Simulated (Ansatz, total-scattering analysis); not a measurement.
# What would a diffractometer see in aqueous CaCl2 at 330 K?

The model: ab initio molecular dynamics with Ansatz (PBE, plane waves, PAW default files, Langevin thermostat, no spin, fixed volume, H with the mass of D). The average runs over 0.68 ps of 96 atoms, so shells between rare elements are rough. Mean temperature 338 K, largest m.s.d. 0.67 Å², energy drift -2 meV an atom (last third less first, no steady trend), Langevin friction 10 ps⁻¹; the first quarter of the run is discarded. Start: last frame of a classical run of this cell at the same density and temperature. So short a stretch relaxes bonds and nearest shells but still remembers its start. The density is set to 1.260 g/cm³. Composition: 30 H2O, 2 Ca2+ and 4 Cl-; O 31.2, H 62.5, Ca 2.1, Cl 4.2 atom %. Production: 136 frames 0.005 ps apart at 330 K, fixed volume (mean pressure 0.9 GPa).

The totals are in Faber–Ziman form. Below 4 Å⁻¹ the partials are summed on the cell's own reciprocal vectors (from 0.63 Å⁻¹) and folded with a Gaussian of σ = 0.14 Å⁻¹; above it they are transforms of g(r) out to 6.8 Å, tapered over the last 40 %. The fold lowers sharp peaks, and with so few vectors their positions are good to about 0.1 Å⁻¹. X-rays take neutral-atom form factors, neutrons coherent lengths (O 5.8037, H 6.6681, Ca 4.7, Cl 9.5792 fm). Hydrogen is taken as deuterium. G(r) = 4πrρ₀[g(r) − 1] carries the resolution of a Lorch-windowed transform up to 20 Å⁻¹. The patterns are simulated, not measured. The cell is small: beyond half the box only the part of each shell inside it is counted, and low-Q values rest on few vectors.

Q: What peaks of S(Q) and neighbour shells come out?

Density 1.260 g/cm³, ρ₀ = 0.0955 Å⁻³. Mean square displacements over the run: O 0.37, H 0.67, Ca 0.21, Cl 0.53 Å² (damped by the Langevin friction of 10 ps⁻¹); the sample is a liquid that moves slowly on the time of the run as far as so short a run tells.

Maxima of S(Q), Q in Å⁻¹ (height): X-ray: 2.88 (1.91), 4.54 (1.08), 6.12 (1.12), 8.18 (1.11), 10.92 (1.07); neutron: 2.00 (1.78), 4.11 (0.91), 8.43 (1.17), 13.85 (1.07), 20.86 (1.05).

```tsv
Q (Å⁻¹)	X-ray	neutron
0.80	-0.71	0.18
1.10	-0.59	0.23
1.40	-0.21	0.54
1.70	0.40	1.30
2.00	1.05	1.78
2.30	1.14	1.47
2.60	1.56	1.20
2.90	1.90	0.95
3.20	1.23	0.77
3.50	0.68	0.83
3.80	0.53	0.86
4.10	0.78	0.91
4.40	1.05	0.88
4.70	1.05	0.82
5.00	0.94	0.79
5.30	0.92	0.80
5.60	1.01	0.84
5.90	1.10	0.92
6.20	1.12	1.01
6.50	1.04	1.06
6.80	0.91	1.05
7.10	0.84	1.03
7.40	0.90	1.04
7.70	1.03	1.09
8.00	1.10	1.14
8.30	1.11	1.17
8.60	1.08	1.17
8.90	1.02	1.13
9.20	0.94	1.07
9.50	0.91	1.02
9.80	0.94	0.98
```

Maxima of G(r), r in Å (Å⁻²): X-ray: 2.49 (1.36), 3.14 (1.81), 4.69 (0.85), 5.81 (-0.22); neutron: 0.98 (3.05), 1.57 (-0.12), 2.26 (-0.59), 3.24 (0.94).

```
pair  first peak (Å)  g there  first minimum (Å)  g there                  neighbours               kind  X-ray weight (f = Z)  neutron weight
 O–H            0.99     29.2               1.26     0.01    2.0 H per O, 1.0 O per H   within molecules                  0.17            0.36
 H–H            1.56      3.4               1.84     0.12                         1.0   within molecules                  0.02            0.41
H–Cl            2.17      3.0               2.94     0.36  0.4 Cl per H, 5.7 H per Cl  between molecules                  0.05            0.08
O–Ca            2.50      9.1               3.14     0.04  0.5 Ca per O, 7.2 O per Ca  between molecules                  0.12            0.01
 O–O            2.74      2.5               3.58     0.91                         5.3  between molecules                  0.35            0.08
O–Cl            3.17      3.1               3.74     0.72  0.9 Cl per O, 6.4 O per Cl  between molecules                  0.20            0.03
```

Distances within molecules give the sharpest pair functions, and with hydrogen they rule the neutron S(Q) at high Q: O–H 0.99 Å and H–H 1.56 Å (first peaks only). Between molecules or ions, shells with a clear end include O–Ca at 2.50 Å (0.5 Ca per O, 7.2 O per Ca). On the last frame 90 % of the H on O, N or F point at an acceptor of another molecule or at an anion within hydrogen-bond range (2.35 Å to O, N, F; 2.85 Å to Cl, Br, I).

[Logs are printed without paths, hosts, clocks, repeated set-up lines and the standing remarks that a program may print on its own settings, such as how far it seeks lower states.]
